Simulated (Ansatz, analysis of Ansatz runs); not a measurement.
## A hop of H in SrLa2S4 (I-42d), charge +1

Aim: the barrier of one jump in SrLa2S4 (I-42d) at charge +1: H turning about S. The model is a cell of 112 host atoms with 1 H put in; H is the atom that moves.

Calculated with Ansatz 0.2.0; plane-wave PAW DFT, PBEsol; nudged elastic band between two relaxed defect structures at fixed charge in a uniform background.

## Step 1: Set-up

The cell holds 113 atoms: 16 Sr, 32 La, 64 S and 1 H. Cell: a = 15.020 Å, b = 15.020 Å, c = 15.020 Å, α = 109.4°, β = 109.4°, γ = 109.7°. It derives from SrLa2S4 (space group I-42d). Nearest the centre at fractional (0.470, 0.476, 0.610): S26 at 0.73 Å, H113 at 1.11 Å, La47 at 2.36 Å, La104 at 2.81 Å, S112 at 2.89 Å, S9 at 2.94 Å, La18 at 3.13 Å, Sr15 at 3.20 Å. The cell carries charge +1.

The cell's shortest repeat is 15.0 Å.

## Step 2: Relaxation of the start point, charge +1

A barrier is counted from a minimum, so both ends are relaxed first. Small random displacements break the symmetry of the ideal sites, so that the defect can distort if it gains by it. The charge of +1 is set by the electron count, and a uniform background keeps the cell neutral.

Contents of qp1_c112k1s.start/input.yaml:

```yaml
crystal:
  lattice:
    - [-8.68134836, 8.68134836, 8.65211018]
    - [8.68134836, -8.68134836, 8.65211018]
    - [8.68134836, 8.68134836, -8.65211018]
  atoms:
    - { symbol: Sr, position: [0.25, 0.25, 0.0] }
    - { symbol: Sr, position: [0.125, 0.375, 0.25] }
    - { symbol: La, position: [0.00218951, 0.3125, 0.43968951] }
    - { symbol: La, position: [0.4375, 0.49781049, 0.31031049] }
[... 1 atom line left out ...]
    - { symbol: La, position: [0.1875, 0.12718951, 0.18968951] }
[... 1 atom line left out ...]
    - { symbol: S, position: [0.38665749, 0.26119461, 0.20235561] }
    - { symbol: S, position: [0.316161, 0.36380539, 0.37546288] }
[... 1 atom line left out ...]
    - { symbol: S, position: [0.13619461, 0.01165749, 0.45235561] }
[... 1 atom line left out ...]
    - { symbol: S, position: [0.31569812, 0.11334251, 0.37453712] }
    - { symbol: S, position: [0.058839, 0.18430188, 0.29764439] }
    - { symbol: Sr, position: [0.25, 0.25, 0.5] }
    - { symbol: Sr, position: [0.125, 0.375, 0.75] }
[... 1 atom line left out ...]
    - { symbol: La, position: [0.4375, 0.49781049, 0.81031049] }
    - { symbol: La, position: [0.37281049, 0.0625, 0.56031049] }
[... 1 atom line left out ...]
    - { symbol: S, position: [0.05930188, 0.183839, 0.54764439] }
    - { symbol: S, position: [0.38665749, 0.26119461, 0.70235561] }
    - { symbol: S, position: [0.316161, 0.36380539, 0.87546288] }
    - { symbol: S, position: [0.23880539, 0.441161, 0.62546288] }
[... 1 atom line left out ...]
    - { symbol: S, position: [0.48834251, 0.44069812, 0.62453712] }
[... 12 atom lines left out ...]
    - { symbol: S, position: [0.13619461, 0.51165749, 0.45235561] }
[... 1 atom line left out ...]
    - { symbol: S, position: [0.31569812, 0.61334251, 0.37453712] }
[... 5 atom lines left out ...]
    - { symbol: La, position: [0.37281049, 0.5625, 0.56031049] }
    - { symbol: La, position: [0.1875, 0.62718951, 0.68968951] }
[... 1 atom line left out ...]
    - { symbol: S, position: [0.38665749, 0.76119461, 0.70235561] }
[... 4 atom lines left out ...]
    - { symbol: S, position: [0.31569812, 0.61334251, 0.87453712] }
[... 3 atom lines left out ...]
    - { symbol: La, position: [0.50218951, 0.3125, 0.43968951] }
[... 10 atom lines left out ...]
    - { symbol: S, position: [0.558839, 0.18430188, 0.29764439] }
[... 1 atom line left out ...]
    - { symbol: Sr, position: [0.625, 0.375, 0.75] }
    - { symbol: La, position: [0.50218951, 0.3125, 0.93968951] }
[... 3 atom lines left out ...]
    - { symbol: S, position: [0.55930188, 0.183839, 0.54764439] }
[... 2 atom lines left out ...]
    - { symbol: S, position: [0.73880539, 0.441161, 0.62546288] }
[... 4 atom lines left out ...]
    - { symbol: Sr, position: [0.75, 0.75, 0.0] }
[... 5 atom lines left out ...]
    - { symbol: S, position: [0.55930188, 0.683839, 0.04764439] }
[... 3 atom lines left out ...]
    - { symbol: S, position: [0.63619461, 0.51165749, 0.45235561] }
[... 3 atom lines left out ...]
    - { symbol: Sr, position: [0.75, 0.75, 0.5] }
    - { symbol: Sr, position: [0.625, 0.875, 0.75] }
    - { symbol: La, position: [0.50218951, 0.8125, 0.93968951] }
[... 1 atom line left out ...]
    - { symbol: La, position: [0.87281049, 0.5625, 0.56031049] }
    - { symbol: La, position: [0.6875, 0.62718951, 0.68968951] }
    - { symbol: S, position: [0.55930188, 0.683839, 0.54764439] }
    - { symbol: S, position: [0.88665749, 0.76119461, 0.70235561] }
    - { symbol: S, position: [0.816161, 0.86380539, 0.87546288] }
[... 1 atom line left out ...]
    - { symbol: S, position: [0.63619461, 0.51165749, 0.95235561] }
[... 1 atom line left out ...]
    - { symbol: S, position: [0.81569812, 0.61334251, 0.87453712] }
    - { symbol: S, position: [0.558839, 0.68430188, 0.79764439] }
    - { symbol: H, position: [0.518796, 0.540654, 0.696551] }
total_charge: 1
basis:
  ecutwfc: 420
  xc_grid: 2
hamiltonian:
  xc: pbesol
kpoints:
  mp_grid: { grid: [1, 1, 1], shift: [0.25, 0.25, 0.25] }
scf:
  occupations: { method: fixed }
  max_iter: 120
output:
  forces: true
relax:
  f_tol: 0.02
  max_steps: 70
  random_displacement: { amplitude: 0.03, seed: 631 }
```

The run is started by

```
> ansatz run input.yaml --threads 32 --pin off --max-ram 84787MiB --backend cuda --events-out ev --progress --plain --runs-dir out --max-vram 78GiB
```

Numbers of over 12 decimals in the logs are rounded to 6 here.

Log:

```text
[... repeated set-up lines and file paths are left out, and long positions are rounded to six places ...]
The last accepted step is kept in <dir> (removed where the run ends without a failure and the disk answers)
Engine: ansatz 0.2.0, aarch64-unknown-linux-gnu
Pseudopotentials: kind: paw
Pseudopotential: Sr, paw, valence charge 10, recommended cutoff 420 eV (normal), Sr.paw.azcp
Pseudopotential: La, paw, valence charge 11, recommended cutoff 420 eV (normal), La.paw.azcp
Pseudopotential: S, paw, valence charge 6, recommended cutoff 420 eV (normal), S.paw.azcp
Pseudopotential: H, paw, valence charge 1, recommended cutoff 420 eV (normal), H.paw.azcp
Functional definition: PBEsol
  exchange = pbesol_x
  correlation = pbesol_c
[...]
Crystal: 113 atoms, lattice volume = 2608.293 Å³
Basis set: ecut = 420 eV, 50805 PW (Γ), exchange–correlation on 216×216×216 points (8 copies of the dense FFT grid, shifted against one another)
Bands: 561, of which v1, the nominal top of the filled ones, is band 448 counted from 1 (447 counted from 0)
Symmetry: 1 space group operations
k-points: 1
Non-local potential: Sr, projectors of the file, l = 0: 3, l = 1: 2, l = 2: 2
Non-local potential: La, projectors of the file, l = 0: 3, l = 1: 2, l = 2: 2, l = 3: 3
Non-local potential: S, projectors of the file, l = 0: 2, l = 1: 2, l = 2: 2
Non-local potential: H, projectors of the file, l = 0: 2, l = 1: 1
PAW form: soft (Blöchl's): semilocal exchange-correlation on the pseudo side does not see the compensation charge
PAW frozen core: Sr, regenerated for the run's functional, and the local potential with it (the file was generated under x = pbe(κ = 0.804, μ = 0.219515), c = pbe(β = 0.066725))
PAW frozen core: La, regenerated for the run's functional, and the local potential with it (the file was generated under x = pbe(κ = 0.804, μ = 0.219515), c = pbe(β = 0.066725))
PAW frozen core: S, regenerated for the run's functional, and the local potential with it (the file was generated under x = pbe(κ = 0.804, μ = 0.219515), c = pbe(β = 0.066725))
PAW one-centre angular grid: Sr, 110 points (default); XC on 64 Gauss nodes
PAW one-centre angular grid: La, 590 points (default); XC on 64 Gauss nodes
PAW one-centre angular grid: S, 110 points (default); XC on 64 Gauss nodes
PAW one-centre angular grid: H, 110 points (default); XC on 64 Gauss nodes
Initial density: superposition of atomic densities (neutral atoms scaled as one to the charged cell's electrons: chi_scale 0, normalization atom), corrected by the library's trained network
Initial wavefunctions: pseudopotential atomic-orbital guess
[...]
Functional: x = pbesol(κ = 0.804, μ = 0.123457), c = pbesol(β = 0.046)
SCF iter   1: F=—  HF=-309946.114856 eV  |F-HF|=—  |Δ(HF+E_count)|=         —  Δρ=5.57e-3  dr2=1.25e0  ethr=1.77e-3  ⟨swp⟩=6.0  Hψ=2155  notcnv=0  defer=108
preconditioner: auto → Resta (q_TF=auto, 2.283 Å⁻¹)  ε∞=4.4  [insulator: Δε(μ)=2.328 eV  Ē_g=11.107 eV  n_scr=530 (ndim 8)  ℏωp=20.6 eV  f_vac=0.000  ε∞_Penn≈4.4]
SCF iter   2: F=—  HF=-309945.899992 eV  |F-HF|=—  |Δ(HF+E_count)|=   2.15e-1  Δρ=2.10e-3  dr2=1.10e-1  ethr=1.40e-4  ⟨swp⟩=4.0  Hψ=862  notcnv=0  defer=111
[...]
SCF iter   6: F=-309945.899986 eV  HF=-309945.899989 eV  |F-HF|=2.93e-6  |Δ(HF+E_count)|=   2.34e-7  Δρ=1.37e-5  dr2=9.38e-6  ethr=1.12e-9  ⟨swp⟩=3.0  Hψ=2109  notcnv=0
SCF 1 converged in 6 iterations: F = -309945.899986 eV  dr2 = 9.38e-6
  greatest PAW one-centre occupation: 0.986 electrons in one spin orbital (limit 2), on the Sr atom at site 71 (counted from 0), in its partial waves of l = 0
relax step   1: F+E_penalty+E_count = -309945.89998619 eV  Δ(F+E_penalty+E_count) = +0.000e0 eV  max|allowed force component| = 1.973e0 eV/Å  Δτ_max = 0.0000 Å  (6 SCF iters, dr2 threshold 1.00e-5 eV, accepted)
[... the SCF cycles and remarks between the steps are left out from here to the last step ...]
relax step   2: F+E_penalty+E_count = -309946.39680537 eV  Δ(F+E_penalty+E_count) = -4.968e-1 eV  max|allowed force component| = 1.025e0 eV/Å  Δτ_max = 0.1948 Å  (5 SCF iters, dr2 threshold 1.00e-4 eV, accepted)
relax step   3: F+E_penalty+E_count = -309946.61431495 eV  Δ(F+E_penalty+E_count) = -2.175e-1 eV  max|allowed force component| = 5.391e-1 eV/Å  Δτ_max = 0.2000 Å  (5 SCF iters, dr2 threshold 6.57e-5 eV, accepted)
relax step   4: F+E_penalty+E_count = -309946.65747495 eV  Δ(F+E_penalty+E_count) = -4.316e-2 eV  max|allowed force component| = 2.328e-1 eV/Å  Δτ_max = 0.1463 Å  (5 SCF iters, dr2 threshold 7.85e-5 eV, accepted)
relax step   5: F+E_penalty+E_count = -309946.66624972 eV  Δ(F+E_penalty+E_count) = -8.775e-3 eV  max|allowed force component| = 2.241e-2 eV/Å  Δτ_max = 0.0254 Å  (4 SCF iters, dr2 threshold 1.01e-5 eV, accepted)
[...]
SCF 6 converged in 5 iterations: F = -309946.666971 eV  dr2 = 3.56e-8
relax step   6: F+E_penalty+E_count = -309946.66697135 eV  Δ(F+E_penalty+E_count) = -7.216e-4 eV  max|allowed force component| = 5.627e-3 eV/Å  Δτ_max = 0.0093 Å  (5 SCF iters, accepted)
SCF converged after 5 iterations
[...]
- { symbol: S, position: [0.059170, 0.684077, 0.797386] }
    - { symbol: Sr, position: [0.750015, 0.249523, -0.000351] }
    - { symbol: Sr, position: [0.625624, 0.374907, 0.249229] }
    - { symbol: La, position: [0.503840, 0.310525, 0.436709] }
    - { symbol: La, position: [0.937473, 0.497379, 0.309258] }
    - { symbol: La, position: [0.872272, 0.061437, 0.059433] }
    - { symbol: La, position: [0.688217, 0.127117, 0.189536] }
    - { symbol: S, position: [0.559455, 0.182988, 0.047182] }
    - { symbol: S, position: [0.886713, 0.260490, 0.201827] }
    - { symbol: S, position: [0.816360, 0.362919, 0.374628] }
    - { symbol: S, position: [0.738237, 0.440876, 0.124643] }
    - { symbol: S, position: [0.636180, 0.012150, 0.452913] }
    - { symbol: S, position: [0.987950, 0.440621, 0.124539] }
    - { symbol: S, position: [0.815624, 0.112621, 0.373953] }
    - { symbol: S, position: [0.559169, 0.183973, 0.297312] }
    - { symbol: Sr, position: [0.750764, 0.249719, 0.500045] }
    - { symbol: Sr, position: [0.626832, 0.375162, 0.752172] }
    - { symbol: La, position: [0.502462, 0.311790, 0.940443] }
    - { symbol: La, position: [0.937700, 0.497858, 0.810229] }
    - { symbol: La, position: [0.872760, 0.062382, 0.560287] }
    - { symbol: La, position: [0.687568, 0.127417, 0.689558] }
    - { symbol: S, position: [0.559626, 0.185258, 0.547898] }
    - { symbol: S, position: [0.886787, 0.261455, 0.702647] }
    - { symbol: S, position: [0.816677, 0.363817, 0.875694] }
    - { symbol: S, position: [0.738907, 0.441363, 0.624493] }
    - { symbol: S, position: [0.635705, 0.009749, 0.951628] }
    - { symbol: S, position: [0.988555, 0.440679, 0.624239] }
    - { symbol: S, position: [0.815589, 0.112770, 0.874134] }
    - { symbol: S, position: [0.558674, 0.184446, 0.797434] }
    - { symbol: Sr, position: [0.751847, 0.749582, 0.001560] }
    - { symbol: Sr, position: [0.625182, 0.875037, 0.250941] }
    - { symbol: La, position: [0.502076, 0.812684, 0.439759] }
    - { symbol: La, position: [0.936992, 0.997355, 0.310055] }
    - { symbol: La, position: [0.872904, 0.562389, 0.060431] }
    - { symbol: La, position: [0.687215, 0.626896, 0.189732] }
    - { symbol: S, position: [0.557989, 0.683392, 0.047452] }
    - { symbol: S, position: [0.886737, 0.760944, 0.202774] }
    - { symbol: S, position: [0.816049, 0.863310, 0.375242] }
    - { symbol: S, position: [0.737500, 0.939507, 0.124288] }
    - { symbol: S, position: [0.637395, 0.511764, 0.452055] }
    - { symbol: S, position: [0.987842, 0.940315, 0.124133] }
    - { symbol: S, position: [0.816251, 0.612884, 0.374206] }
    - { symbol: S, position: [0.558414, 0.684088, 0.297785] }
    - { symbol: Sr, position: [0.750569, 0.750543, 0.498841] }
    - { symbol: Sr, position: [0.625762, 0.876260, 0.748490] }
    - { symbol: La, position: [0.501074, 0.814226, 0.943200] }
    - { symbol: La, position: [0.937950, 0.997995, 0.810120] }
    - { symbol: La, position: [0.874644, 0.561639, 0.558847] }
    - { symbol: La, position: [0.695834, 0.629854, 0.686828] }
    - { symbol: S, position: [0.558869, 0.682515, 0.547986] }
    - { symbol: S, position: [0.889778, 0.762045, 0.701456] }
    - { symbol: S, position: [0.815401, 0.862072, 0.873621] }
    - { symbol: S, position: [0.738461, 0.940694, 0.624934] }
    - { symbol: S, position: [0.634806, 0.511723, 0.951843] }
    - { symbol: S, position: [0.988289, 0.940777, 0.624322] }
    - { symbol: S, position: [0.814967, 0.613012, 0.872959] }
    - { symbol: S, position: [0.559136, 0.682238, 0.797168] }
    - { symbol: H, position: [0.530771, 0.562320, 0.718276] }
```

Run time: 8.3 s. Hardware: 1 × NVIDIA GB200 with 32 threads of Arm Neoverse V2, shared host; peak memory 1.7 GiB.

Relaxation path:

| step | energy less that of the first step (eV) | largest force component (eV/Å) |
| --- | --- | --- |
| 1 | 0.0000 | 1.9729 |
| 2 | -0.4968 | 1.0254 |
| 3 | -0.7143 | 0.5391 |
| 4 | -0.7575 | 0.2328 |
| 5 | -0.7663 | 0.0224 |
| 6 | -0.7670 | 0.0056 |

The atoms that moved most (Å, from the sites as typed, ahead of the random displacement, the mean shift of all atoms taken out):

| atom | dx | dy | dz | length |
| --- | --- | --- | --- | --- |
| H113 | 0.271 | 0.102 | 0.103 | 0.308 |
| La104 | -0.076 | 0.022 | 0.120 | 0.144 |
| La18 | 0.071 | 0.022 | -0.122 | 0.143 |
| La47 | -0.003 | -0.091 | -0.001 | 0.092 |
| La59 | -0.059 | 0.003 | 0.023 | 0.063 |
| La101 | 0.054 | 0.003 | -0.025 | 0.059 |
| S106 | -0.029 | 0.009 | 0.042 | 0.052 |
| S23 | 0.024 | 0.010 | -0.044 | 0.051 |

Neighbours of H113 at the end:

```
 atom  distance (Å)
  S26         1.600
 S112         1.601
 La18         2.608
La104         2.608
 La47         2.833
  S24         3.639
 S105         3.640
 Sr72         3.665
 Sr85         3.666
```

Numbers from this step:

- free energy: -309946.6670 eV
- r.m.s. move of the farther half of the atoms: 0.01201 Å
- largest move from the ideal geometry of this structure, a common shift of the far atoms taken out: 0.3105 Å

The relaxation gained 0.767 eV and ended with a largest force component of 0.0056 eV/Å.

## Step 3: Relaxation of the end point, charge +1

The end point is relaxed in the same cell and settings, so that the two energies compare. Atoms more than 3.2 Å from the middle of the hop start where the first relaxation left them, the nearer ones on or close to their ideal places, with small random displacements.

Contents of qp1_c112k1s.end/input.yaml:

```yaml
crystal:
  lattice:
    - [-8.68134836, 8.68134836, 8.65211018]
    - [8.68134836, -8.68134836, 8.65211018]
    - [8.68134836, 8.68134836, -8.65211018]
  atoms:
    - { symbol: Sr, position: [0.24957095, 0.24956032, 0.00058223] }
    - { symbol: Sr, position: [0.12420602, 0.37385322, 0.24879986] }
[... 6 atom lines left out ...]
    - { symbol: S, position: [0.316161, 0.36380539, 0.37546288] }
[... 5 atom lines left out ...]
    - { symbol: Sr, position: [0.24714435, 0.24869064, 0.4993832] }
[... 2 atom lines left out ...]
    - { symbol: La, position: [0.4375, 0.49781049, 0.81031049] }
[... 5 atom lines left out ...]
    - { symbol: S, position: [0.24037158, 0.44240004, 0.62620674] }
[... 1 atom line left out ...]
    - { symbol: S, position: [0.48834251, 0.44069812, 0.62453712] }
[... 20 atom lines left out ...]
    - { symbol: La, position: [0.37281049, 0.5625, 0.56031049] }
[... 11 atom lines left out ...]
    - { symbol: La, position: [0.50389261, 0.31069945, 0.43668045] }
[... 12 atom lines left out ...]
    - { symbol: Sr, position: [0.62688481, 0.37533694, 0.75214429] }
[... 31 atom lines left out ...]
    - { symbol: La, position: [0.6875, 0.62718951, 0.68968951] }
    - { symbol: S, position: [0.55892208, 0.68268984, 0.54795801] }
[... 6 atom lines left out ...]
    - { symbol: S, position: [0.558839, 0.68430188, 0.79764439] }
    - { symbol: H, position: [0.420302, 0.410865, 0.523437] }
total_charge: 1
basis:
  ecutwfc: 420
  xc_grid: 2
hamiltonian:
  xc: pbesol
kpoints:
  mp_grid: { grid: [1, 1, 1], shift: [0.25, 0.25, 0.25] }
scf:
  occupations: { method: fixed }
  max_iter: 120
output:
  forces: true
relax:
  f_tol: 0.02
  max_steps: 70
  random_displacement: { amplitude: 0.01, seed: 631 }
```

Log:

```text
[...]
Crystal: 113 atoms, lattice volume = 2608.293 Å³
Basis set: ecut = 420 eV, 50805 PW (Γ), exchange–correlation on 216×216×216 points (8 copies of the dense FFT grid, shifted against one another)
Bands: 561, of which v1, the nominal top of the filled ones, is band 448 counted from 1 (447 counted from 0)
Symmetry: 1 space group operations
k-points: 1
[...]
SCF iter   1: F=—  HF=-309946.428046 eV  |F-HF|=—  |Δ(HF+E_count)|=         —  Δρ=5.56e-3  dr2=1.23e0  ethr=1.77e-3  ⟨swp⟩=7.0  Hψ=2039  notcnv=0  defer=108
[...]
SCF iter   2: F=—  HF=-309946.189723 eV  |F-HF|=—  |Δ(HF+E_count)|=   2.38e-1  Δρ=2.09e-3  dr2=1.05e-1  ethr=1.37e-4  ⟨swp⟩=4.0  Hψ=864  notcnv=0  defer=111
[...]
SCF iter   6: F=-309946.191000 eV  HF=-309946.191003 eV  |F-HF|=2.57e-6  |Δ(HF+E_count)|=   6.97e-7  Δρ=1.35e-5  dr2=8.64e-6  ethr=1.12e-9  ⟨swp⟩=3.0  Hψ=2175  notcnv=0
[...]
- { symbol: Sr, position: [0.752349, 0.249438, 0.500642] }
    - { symbol: Sr, position: [0.626477, 0.373817, 0.750733] }
    - { symbol: La, position: [0.502511, 0.312941, 0.940159] }
    - { symbol: La, position: [0.938071, 0.497453, 0.810426] }
    - { symbol: La, position: [0.873160, 0.062243, 0.560750] }
    - { symbol: La, position: [0.688478, 0.127246, 0.690405] }
[...]
- { symbol: Sr, position: [0.749137, 0.749156, -0.000976] }
    - { symbol: Sr, position: [0.625421, 0.875295, 0.250251] }
[...]
- { symbol: Sr, position: [0.751181, 0.751067, 0.500287] }
    - { symbol: Sr, position: [0.626310, 0.876653, 0.751113] }
    - { symbol: La, position: [0.502435, 0.813094, 0.940284] }
    - { symbol: La, position: [0.938289, 0.998204, 0.810925] }
    - { symbol: La, position: [0.873318, 0.562089, 0.559857] }
    - { symbol: La, position: [0.690652, 0.630113, 0.689337] }
[...]
- { symbol: S, position: [0.635238, 0.511435, 0.950966] }
    - { symbol: S, position: [0.988392, 0.940981, 0.624966] }
    - { symbol: S, position: [0.814227, 0.612000, 0.872621] }
    - { symbol: S, position: [0.557478, 0.682624, 0.796085] }
    - { symbol: H, position: [0.402486, 0.402320, 0.500462] }
[key lines of the parts left out:]
SCF converged after 5 iterations
```

It took 8.3 s on 1 × NVIDIA GB200 with 32 threads; peak memory 1.7 GiB.

Step by step:

```
step  energy less that of the first step (eV)  largest force component (eV/Å)
   1                                   0.0000                          2.1993
   2                                  -0.1735                          1.2263
   3                                  -0.3664                          0.4040
   4                                  -0.5042                          0.2313
   5                                  -0.5125                          0.0301
   6                                  -0.5129                          0.0098
```

The atoms that moved most (Å, from the sites as typed, ahead of the random displacement):

| atom | dx | dy | dz | length |
| --- | --- | --- | --- | --- |
| H113 | -0.119 | -0.281 | -0.029 | 0.307 |
| La47 | 0.120 | -0.060 | 0.035 | 0.139 |
| La59 | -0.062 | 0.061 | 0.010 | 0.087 |
| Sr15 | -0.007 | 0.022 | -0.064 | 0.068 |
| La18 | 0.046 | -0.005 | -0.033 | 0.057 |
| La104 | -0.006 | -0.002 | 0.056 | 0.056 |
| La4 | 0.010 | 0.001 | 0.055 | 0.056 |
| S50 | 0.040 | -0.035 | 0.011 | 0.055 |

Neighbours of H113 at the end:

```
 atom  distance (Å)
  S26         1.604
   S9         1.606
 La59         2.658
 La47         2.658
 Sr15         2.728
  S24         3.613
  S13         3.614
La104         3.733
  La4         3.735
 S105         3.756
  S95         3.756
```

Read from the output:

```yaml
free_energy: -309946.7039 eV
r_m_s_move_of_the_farther_half_of_the_atoms: 0.01100 Å
largest_move_from_the_ideal_geometry_of_this_structure_a_common_shift_of_the_far_atoms_taken_out: 0.3098 Å
```

The relaxation gained 0.513 eV and ended with a largest force component of 0.0098 eV/Å. The end lies 0.037 eV below the start.

(Continued in part 2 of 3.)

[Logs are printed without paths, hosts, clocks, repeated set-up lines and the standing remarks that a program may print on its own settings, such as how far it seeks lower states.]

[Hosts, paths, dates, database ids (printed as entryN), source tags and the programs' standing remarks are cut or masked in the printed files.]
